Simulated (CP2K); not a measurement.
The C K edge of benzimidazole was computed by TDDFT (CP2K XAS_TDP, aug-cc-pVDZ, TDA) at these levels: PBE0, PBEh(45%) and PBEh(45%) + GW2X. The first three lines of C1 (bonded to 2 C and H) with a strength over 0.0015, energy in eV and strength:

```
run           first          second           third
  1  275.92 (0.026)  276.55 (0.014)  277.53 (0.002)
  2  281.66 (0.051)  283.14 (0.003)  284.17 (0.010)
  3  287.34 (0.050)  288.81 (0.003)  289.84 (0.010)
```

Q: Which run is which?

Run 1: PBE0 (25 % exact exchange). Run 2: PBEh(45%) (45 % exact exchange). Run 3: PBEh(45%) + GW2X (45 % exact exchange). Self-interaction lifts the core level, so the uncorrected lines rise with the share of exact exchange. The GW2X run keeps the spacings of its parent: 1.47 eV between the first two lines in run 3, 1.48 eV in run 2. Its shift is +5.68 eV, since the Kohn–Sham level at this share of exchange lies that far above the quasiparticle level.

[Banner, clock and machine lines of the logs are left out without a mark of their own.]

[Logs are printed without paths, hosts, clocks, repeated set-up lines and the standing remarks that a program may print on its own settings, such as how far it seeks lower states.]

[Hosts, paths, dates, database ids (printed as entryN), source tags and the programs' standing remarks are cut or masked in the printed files.]
